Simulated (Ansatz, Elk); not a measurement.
## How far do independent atoms describe LaZnIr6?

The structure of LaZnIr6 used here is made up (a known structure type with other elements) and was relaxed beforehand with r2SCAN. The aim is the Fourier transform of its all-electron density, F(hkl), set beside the sum over free spherical atoms that refinements use.

Program: Elk 11.2.3 (patched build). Level of theory: DFT, PBE, all-electron APW+lo, Dirac cores, scalar-relativistic bands, static density, no spin. Results are calculated unless marked as measured.

The structure was built from a prototype and need not be the compound's stable phase.

### 1. Set-up

Symmetry: P4/mmm, No. 123, tetragonal system. The conventional cell has a = 3.997 Å, b = 3.997 Å, c = 7.997 Å, α = 90.00°, β = 90.00°, γ = 90.00°. Nearest to Ir lie 2 Zn at 2.68 Å and 8 Ir at 2.68 to 2.98 Å and 2 La at 2.98 Å. Nearest to Ir lie 4 La at 2.83 Å and 8 Ir at 2.98 Å. Ir has 8 Ir at 2.68 Å and 4 Zn at 2.83 Å nearest. Nearest to La lie 12 Ir at 2.83 to 2.98 Å. Nearest to Zn lie 12 Ir at 2.68 to 2.83 Å. Farther neighbours are not listed.

### 2. Ground state and structure factors

An all-electron density is needed, since X-rays see the cores too. Task 0 finds the density and task 195 Fourier-transforms it; tshift is off so that phases refer to the origin typed.

File elk.in:

```
tasks
  0
  195

xctype
  20

spinpol
  .false.

rgkmax
  7.0

gmaxvr
  14.0

lmaxo
  7

lmaxapw
  8

swidth
  0.002

tshift
  .false.

ramdisk
  .false.

hmaxvr
  5.5

maxscl
  120

epspot
  1e-06

sppath
  './'

avec
  7.55332959809 0.00000000000 0.00000000000
  0.00000000000 7.55332959809 0.00000000000
  0.00000000000 0.00000000000 15.11190037459

atoms
  3
  'Ir.in'
  6
  -0.0000000000 0.5000000000 0.7771291759   0.000000 0.000000 0.000000
  -0.0000000000 0.5000000000 0.2228708241   0.000000 0.000000 0.000000
  0.5000000000 0.0000000000 0.7771291759   0.000000 0.000000 0.000000
  0.5000000000 0.0000000000 0.2228708241   0.000000 0.000000 0.000000
  0.5000000000 0.5000000000 0.5000000000   0.000000 0.000000 0.000000
  0.5000000000 0.5000000000 -0.0000000000   0.000000 0.000000 0.000000
  'La.in'
  1
  0.0000000000 0.0000000000 0.5000000000   0.000000 0.000000 0.000000
  'Zn.in'
  1
  0.0000000000 -0.0000000000 -0.0000000000   0.000000 0.000000 0.000000

ngridk
  6 6 3
```

The run is started by

```bash
OMP_NUM_THREADS=4 elk
```

Numbers of over 12 decimals in the logs are rounded to 6 here.

Output:

```text
┌─────────────────────────┐
│ Elk code version 11.2.3 │
└─────────────────────────┘

All units are atomic (Hartree, Bohr, etc.)

┌─────────────────────────────────────────────────┐
│ Ground-state run starting from atomic densities │
└─────────────────────────────────────────────────┘

Lattice vectors :
   7.553329598       0.000000000       0.000000000
   0.000000000       7.553329598       0.000000000
   0.000000000       0.000000000       15.11190037

Reciprocal lattice vectors :
  0.8318431263       0.000000000       0.000000000
   0.000000000      0.8318431263       0.000000000
   0.000000000       0.000000000      0.4157773114

Unit cell volume      :    862.1760486
Brillouin zone volume :   0.2877025102

Muffin-tin inner radius fraction :   0.1000000000E-01

Nuclei treated as point charges

Species : 1 (Ir)
 parameters loaded from : Ir.in
 name : iridium
 nuclear charge    :   -77.00000000
 electronic charge :    77.00000000
 atomic mass :    350390.1562
 muffin-tin radius :    2.498473114
 number of radial points in muffin-tin :   1393
 inner part over the whole radius :   0.9937395530E-02
 number on inner part of muffin-tin    :    997
 approximate nuclear radius :   0.1024342351E-03
 number of mesh points to nuclear radius :    526
 atomic positions (lattice), magnetic fields (Cartesian) :
  1 :   0.00000000  0.50000000 -0.22287082    0.00000000  0.00000000  0.00000000
  2 :   0.00000000  0.50000000  0.22287082    0.00000000  0.00000000  0.00000000
  3 :   0.50000000  0.00000000 -0.22287082    0.00000000  0.00000000  0.00000000
  4 :   0.50000000  0.00000000  0.22287082    0.00000000  0.00000000  0.00000000
  5 :   0.50000000  0.50000000  0.50000000    0.00000000  0.00000000  0.00000000
  6 :   0.50000000  0.50000000  0.00000000    0.00000000  0.00000000  0.00000000

Species : 2 (La)
 parameters loaded from : La.in
 name : lanthanum
 nuclear charge    :   -57.00000000
 electronic charge :    57.00000000
 atomic mass :    253209.2366
 muffin-tin radius :    2.792537465
 number of radial points in muffin-tin :   1393
 inner part over the whole radius :   0.9932504956E-02
 number on inner part of muffin-tin    :    996
 approximate nuclear radius :   0.9226798129E-04
 number of mesh points to nuclear radius :    505
 atomic positions (lattice), magnetic fields (Cartesian) :
  1 :   0.00000000  0.00000000  0.50000000    0.00000000  0.00000000  0.00000000

Species : 3 (Zn)
 parameters loaded from : Zn.in
 name : zinc
 nuclear charge    :   -30.00000000
 electronic charge :    30.00000000
 atomic mass :    119233.3130
 muffin-tin radius :    2.400000000
 number of radial points in muffin-tin :    993
 inner part over the whole radius :   0.9843840322E-02
 number on inner part of muffin-tin    :    701
 approximate nuclear radius :   0.7484757725E-04
 number of mesh points to nuclear radius :    337
 atomic positions (lattice), magnetic fields (Cartesian) :
  1 :   0.00000000  0.00000000  0.00000000    0.00000000  0.00000000  0.00000000

Total number of atoms per unit cell :    8
Total muffin-tin volume :    541.1048977
 ratio of muffin-tin to unit cell volume :   0.6276037227

Spin treatment :
 spin-unpolarised

Number of Bravais lattice symmetries :   16
Number of crystal symmetries         :   16
Crystal has inversion symmetry
Real symmetric eigensolver will be used

k-point grid :      6     6     3
k-point offset :    0.000000000       0.000000000       0.000000000
k-point set is reduced with full crystal symmetry group
Total number of k-points :       20

Muffin-tin radius times maximum |G+k| :    7.000000000
 using average radius
Maximum |G+k| for APW functions       :    2.774560588
Maximum (1/2)|G+k|²                   :    3.849093228
Maximum |G| for potential and density :    14.00000000
Constant for pseudocharge density :   10
 order of it for each species :   17  17  17
 order of it for pair densities of each species (exact exchange by exxq0 0: 18) :    9  12   8
Radial integration step length :    1

[...]
correlation                 :     -33.040815033655
 electron entropic           :    -0.29337243905538E-02
 total energy                :     -117446.57144295

Density of states at Fermi energy :    225.7642774
 (states/Hartree/unit cell)

Estimated indirect band gap :   0.4432825516E-03
 from k-point 9 to k-point 12
Estimated direct band gap   :   0.3390711831E-02
 at k-point 14

Charges :
 core                        :    346.0000000
 valence                     :    203.0000000
 interstitial                :    13.19504622
 muffin-tins (core leakage)
  species : 1 (Ir)
[...]
species : 2 (La)
[...]
species : 3 (Zn)
[...]
total in muffin-tins        :    535.8049538
 total calculated charge     :    548.9895638
 total charge                :    549.0000000
 error                       :   0.1043617426E-01

RMS change in Kohn-Sham potential (target) :   0.4619350947     (  0.1000000000E-05)
Absolute change in total energy (target)   :    2.706235121     (  0.1000000000E-03)

[... loops 3 to 21 left out ...]

┌──────────────────┐
│ Loop number : 22 │
└──────────────────┘

Energies :
 Fermi                       :     0.420015
 sum of occupied eigenvalues :     -71996.997540821
 electron kinetic            :      133049.29857261
 core electron kinetic       :      128184.97217423
 Coulomb                     :     -248120.58503097
 Coulomb potential           :     -201944.41559389
 nuclear-nuclear             :     -11696.671621639
 electron-nuclear            :     -271199.94310357
 Hartree                     :      34776.029694245
 Madelung                    :     -147148.37723402
 xc potential                :     -3101.8805195397
 exchange                    :     -2338.1558472256
 correlation                 :     -33.034296381615
 electron entropic           :    -0.31251458883174E-02
 total energy                :     -117442.47972712

Density of states at Fermi energy :    230.6318214
 (states/Hartree/unit cell)

Estimated indirect band gap :   0.7881332209E-03
 from k-point 5 to k-point 7
Estimated direct band gap   :   0.2950003360E-02
 at k-point 12

Charges :
 core                        :    346.0000000
 valence                     :    203.0000000
 interstitial                :    12.18920019
 muffin-tins (core leakage)
  species : 1 (Ir)
[...]
species : 2 (La)
[...]
species : 3 (Zn)
[...]
total in muffin-tins        :    536.8107998
 total calculated charge     :    548.9895327
 total charge                :    549.0000000
 error                       :   0.1046728459E-01

RMS change in Kohn-Sham potential (target) :   0.3704077435E-06 (  0.1000000000E-05)
Absolute change in total energy (target)   :   0.9835150559E-04 (  0.1000000000E-03)

Convergence targets achieved

┌──────────────────┐
│ Loop number : 23 │
└──────────────────┘

Energies :
 Fermi                       :     0.420015
 sum of occupied eigenvalues :     -71996.997510720
 electron kinetic            :      133049.29860845
 core electron kinetic       :      128184.97219858
 Coulomb                     :     -248120.58502788
 Coulomb potential           :     -201944.41561164
 nuclear-nuclear             :     -11696.671621639
 electron-nuclear            :     -271199.94307933
 Hartree                     :      34776.029673096
 Madelung                    :     -147148.37722206
 xc potential                :     -3101.8805075324
 exchange                    :     -2338.1558469621
 correlation                 :     -33.034296371387
 electron entropic           :    -0.31251448194760E-02
 total energy                :     -117442.47968790

Density of states at Fermi energy :    230.6317129
 (states/Hartree/unit cell)

Estimated indirect band gap :   0.7881222912E-03
 from k-point 5 to k-point 7
Estimated direct band gap   :   0.2950010242E-02
 at k-point 12

Charges :
 core                        :    346.0000000
 valence                     :    203.0000000
 interstitial                :    12.18920014
 muffin-tins (core leakage)
  species : 1 (Ir)
[...]
atom 6                    :    75.46705551     (  0.1125833080E-02)
  species : 2 (La)
   atom 1                    :    55.13991142     (  0.2434287168E-03)
  species : 3 (Zn)
   atom 1                    :    29.11378506     (  0.8290286340E-04)
 total in muffin-tins        :    536.8107999
 total calculated charge     :    548.9895327
 total charge                :    549.0000000
 error                       :   0.1046728407E-01

┌──────────────────────────────┐
│ Self-consistent loop stopped │
└──────────────────────────────┘

Warning : core states of species 1 leak from the muffin-tin :   0.1139546197E-02

Warning : core states of species 2 leak from the muffin-tin :   0.2434287168E-03

Wrote STATE.OUT
```

The job ended after 2 min (4 threads of Arm Neoverse V2, shared host; peak memory 0.42 GiB; 6.5 min of CPU time).

SFACRHO.OUT:

```text

h k l indices transformed by vhmat matrix:
   1.000000000       0.000000000       0.000000000    
   0.000000000       1.000000000       0.000000000    
   0.000000000       0.000000000       1.000000000    

      h      k      l  multipl.   |H|            Re(F)            Im(F)           |F|

      0      0      0      1   0.0000000       549.00000     -0.17501252E-16   549.00000    
      0      0     -1      2  0.41577731       25.208201      0.38839154E-13   25.208201    
      0      0      2      2  0.83155462      -48.421403     -0.92936310E-13   48.421403    
      0      1      0      4  0.83184313      -64.749425      0.33754952E-13   64.749425    
      1      0     -1      8  0.92996439      -22.920609      0.18100767E-13   22.920609    
      0      1      2      8   1.1761998      -62.305106      0.55413282E-13   62.305106    
      1     -1      0      4   1.1764038      -62.290853     -0.15632515E-13   62.290853    
      0      0      3      2   1.2473319      -150.90102     -0.80646641E-13   150.90102    
      1      1      1      8   1.2477166      -66.330734     -0.65344495E-14   66.330734    
     -1      1      2      8   1.4406280       435.56362      0.27367431E-12   435.56362    
      0     -1     -3      8   1.4992665      -20.261936     -0.38713111E-14   20.261936    
      0      0      4      2   1.6631092       376.80012      0.38362060E-12   376.80012    
      2      0      0      4   1.6636863       431.53231     -0.60168854E-13   431.53231    
      1      1      3      8   1.7145737       99.038959      0.16844248E-12   99.038959    
      0      2      1      8   1.7148536       21.625978     -0.59992358E-14   21.625978    
      0      1      4      8   1.8595417      -56.681456      0.14988632E-14   56.681456    
     -2      0     -2      8   1.8599288      -43.132363      0.13733659E-12   43.132363    
     -2      1      0      8   1.8600578      -56.665455     -0.23465282E-13   56.665455
```

Elk indexes on the primitive cell of elk.in and gives |H| = 4π sin θ/λ in inverse bohr. Below, one row stands for each form hkl of the conventional cell (m members, Friedel mates merged), F is for one primitive cell and the density is static (no thermal factor). Free-atom factors are Waasmaier and Kirfel's, and R is Σm||F|−|F'||/Σm|F|.

| hkl | m | sin θ/λ (Å⁻¹) | abs F, DFT | neutral atoms | diff. |
| --- | --- | --- | --- | --- | --- |
| 001 | 2 | 0.062 | 25.208 | 25.557 | -0.349 |
| 002 | 2 | 0.125 | 48.421 | 48.455 | -0.034 |
| 100 | 4 | 0.125 | 64.749 | 64.805 | -0.056 |
| 101 | 8 | 0.140 | 22.921 | 22.718 | +0.203 |
| 102 | 8 | 0.177 | 62.305 | 62.138 | +0.168 |
| 110 | 4 | 0.177 | 62.291 | 62.136 | +0.155 |
| 003 | 2 | 0.188 | 150.901 | 150.810 | +0.091 |
| 111 | 8 | 0.188 | 66.331 | 66.188 | +0.142 |
| 112 | 8 | 0.217 | 435.564 | 436.540 | -0.976 |
| 103 | 8 | 0.226 | 20.262 | 20.224 | +0.038 |
| 004 | 2 | 0.250 | 376.800 | 377.889 | -1.089 |
| 200 | 4 | 0.250 | 431.532 | 432.728 | -1.196 |
| 113 | 8 | 0.258 | 99.039 | 99.632 | -0.593 |
| 201 | 8 | 0.258 | 21.626 | 21.871 | -0.245 |
| 104 | 8 | 0.280 | 56.681 | 56.666 | +0.015 |
| 202 | 8 | 0.280 | 43.132 | 43.033 | +0.099 |
| 210 | 8 | 0.280 | 56.666 | 56.663 | +0.003 |
| 211 | 16 | 0.287 | 18.968 | 18.729 | +0.239 |

### 3. The highest occupied states alone

An energy window below the Fermi level keeps the highest occupied states, to see at which angles they scatter; shallow core shells can lie inside it and anion s states outside. No new self-consistency is needed.

Changes to elk.in since step 2:

```diff
@@ -1,3 +1,2 @@
 tasks
-  0
   195
@@ -40,2 +39,5 @@
 
+wsfac
+  -0.020980 0.720010
+
 sppath
```

The run is started by

```bash
OMP_NUM_THREADS=4 elk
```

Output:

```text
┌─────────────────────────────────┐
│ Elk code version 11.2.3 started │
└─────────────────────────────────┘

Info(readinput): the functional depends on the density's gradient
 muffin-tin radial points multiplied by    2.00000
 (not where nrmtscf is given)

┌────────────────────┐
│ Current task : 195 │
└────────────────────┘
Info(checkmt): changed muffin-tin radius of species 1 (Ir) from   2.8000 to   2.4985
Info(checkmt): changed muffin-tin radius of species 2 (La) from   2.8000 to   2.7925

Info(sfacrho): density structure factors written to SFACRHO.OUT

 Energy window :  -0.2098000000E-01  0.7200100000

┌──────────────────┐
│ Elk code stopped │
└──────────────────┘
```

The job ended after 22 s (4 threads; peak memory 0.22 GiB).

States within 12 eV below the Fermi level hold 69.00 electrons; any levels below the window count with the cores. Their amplitudes can exceed the total, where window and core parts have opposite phase:

```
hkl  sin θ/λ (Å⁻¹)  abs F, window  abs F, all
001          0.062         14.350      25.208
002          0.125          0.780      48.421
100          0.125          0.390      64.749
101          0.140          8.473      22.921
102          0.177          1.550      62.305
110          0.177          1.556      62.291
003          0.188          1.533     150.901
111          0.188          5.414      66.331
112          0.217         19.684     435.564
103          0.226          6.814      20.262
```

### 4. Another functional

The difference from free atoms is small, so it is set against the change that PBEsol makes.

Changes to elk.in since step 3:

```diff
@@ -1,2 +1,3 @@
 tasks
+  0
   195
@@ -4,3 +5,3 @@
 xctype
-  20
+  22
 
@@ -39,5 +40,2 @@
 
-wsfac
-  -0.020980 0.720010
-
 sppath
```

The run is started by

```bash
OMP_NUM_THREADS=4 elk
```

Output:

```text
┌─────────────────────────┐
│ Elk code version 11.2.3 │
└─────────────────────────┘

All units are atomic (Hartree, Bohr, etc.)

┌─────────────────────────────────────────────────┐
│ Ground-state run starting from atomic densities │
└─────────────────────────────────────────────────┘

Lattice vectors :
   7.553329598       0.000000000       0.000000000
   0.000000000       7.553329598       0.000000000
   0.000000000       0.000000000       15.11190037

Reciprocal lattice vectors :
  0.8318431263       0.000000000       0.000000000
[...]
species : 2 (La)
   atom 1                    :    55.14289643     (  0.2464108988E-03)
  species : 3 (Zn)
   atom 1                    :    29.11954171     (  0.8471808512E-04)
 total in muffin-tins        :    536.7890545
 total calculated charge     :    548.9894954
 total charge                :    549.0000000
 error                       :   0.1050457289E-01

┌──────────────────────────────┐
│ Self-consistent loop stopped │
└──────────────────────────────┘

Warning : core states of species 1 leak from the muffin-tin :   0.1140189584E-02

Warning : core states of species 2 leak from the muffin-tin :   0.2464108988E-03

Wrote STATE.OUT
[key lines of the parts left out:]
total energy                :     -117407.59280344
```

Run time: 2 min. Hardware: 4 threads; peak memory 0.44 GiB; 6.8 min of CPU time.

Against the first run R = 0.01 %; the largest change is -0.050 at 112.

### 5. Basis size

A smaller basis shows how fast F responds to it; the change is likely larger than the basis error of the first run, but doesn't show convergence.

Changes to elk.in since step 4:

```diff
@@ -5,3 +5,3 @@
 xctype
-  22
+  20
 
@@ -11,3 +11,3 @@
 rgkmax
-  7.0
+  5.5
```

The run is started by

```bash
OMP_NUM_THREADS=4 elk
```

Output:

```text
┌─────────────────────────┐
│ Elk code version 11.2.3 │
└─────────────────────────┘

All units are atomic (Hartree, Bohr, etc.)

┌─────────────────────────────────────────────────┐
│ Ground-state run starting from atomic densities │
└─────────────────────────────────────────────────┘

Lattice vectors :
   7.553329598       0.000000000       0.000000000
   0.000000000       7.553329598       0.000000000
   0.000000000       0.000000000       15.11190037

Reciprocal lattice vectors :
  0.8318431263       0.000000000       0.000000000
[...]
species : 2 (La)
   atom 1                    :    55.13201082     (  0.2438158099E-03)
  species : 3 (Zn)
   atom 1                    :    29.09413020     (  0.8347496933E-04)
 total in muffin-tins        :    536.1122812
 total calculated charge     :    548.9941430
 total charge                :    549.0000000
 error                       :   0.5856950337E-02

┌──────────────────────────────┐
│ Self-consistent loop stopped │
└──────────────────────────────┘

Warning : core states of species 1 leak from the muffin-tin :   0.1129092680E-02

Warning : core states of species 2 leak from the muffin-tin :   0.2438158099E-03

Wrote STATE.OUT
[key lines of the parts left out:]
total energy                :     -117441.88485564
```

Wall time 1.8 min (4 threads); peak memory 0.41 GiB; 5.8 min of CPU time.

Against the first run R = 0.03 %; the largest change is +0.404 at 220.

### 6. Settings against the effect

| run | R against the first run (%) | R against neutral atoms, low angle (%) | wall time |
| --- | --- | --- | --- |
| PBE, rgkmax 7 | 0.00 | 0.30 | 2 min |
| PBEsol | 0.01 | 0.31 | 2 min |
| rgkmax 5.5 | 0.03 | 0.31 | 1.8 min |

### 7. Outcome

```yaml
r_against_neutral_atoms_sin_theta_lambda_0p3_a_minus1: 0.30 %
r_against_neutral_atoms_0p3_to_0p71_a_minus1: 0.16 %
```

What this shows: Independent neutral atoms miss the calculated amplitudes by R = 0.30 % below 0.3 Å⁻¹ and 0.16 % from there to 0.71 Å⁻¹; by shells, 0.44 % below 0.15 Å⁻¹ (4 forms), 0.29 % 0.15 to 0.3 (14 forms), 0.13 % 0.3 to 0.45 (28 forms), 0.17 % above 0.45 (103 forms). Bonding, aspherical density and the tables' own atoms all enter these figures, and the runs don't part them. The largest change of an amplitude is -1.20 electrons, at 200. The window's part falls from 69.0 electrons at the origin to at most 3.42 between 0.45 and 0.71 Å⁻¹, where compact states inside the window still scatter. Below 0.3 Å⁻¹ the changes that finished (PBEsol and rgkmax 5.5) move F by R = 0.04 % at most, against the 0.30 % that separates it from free atoms. A single amplitude moves by up to 0.40 electrons, against 1.20 for the largest difference from free atoms. The k-mesh has no finished test. These runs have no spin, though d or f shells may be open. Spin-orbit coupling is left out, which can matter for elements this heavy. Part of the difference isn't bonding: the tables are fits to free atoms and ions calculated by other methods than this functional. Thermal motion, anomalous dispersion and extinction are left out.

[Logs are printed without paths, hosts, clocks, repeated set-up lines and the standing remarks that a program may print on its own settings, such as how far it seeks lower states.]

[Hosts, paths, dates, database ids (printed as entryN), source tags and the programs' standing remarks are cut or masked in the printed files.]
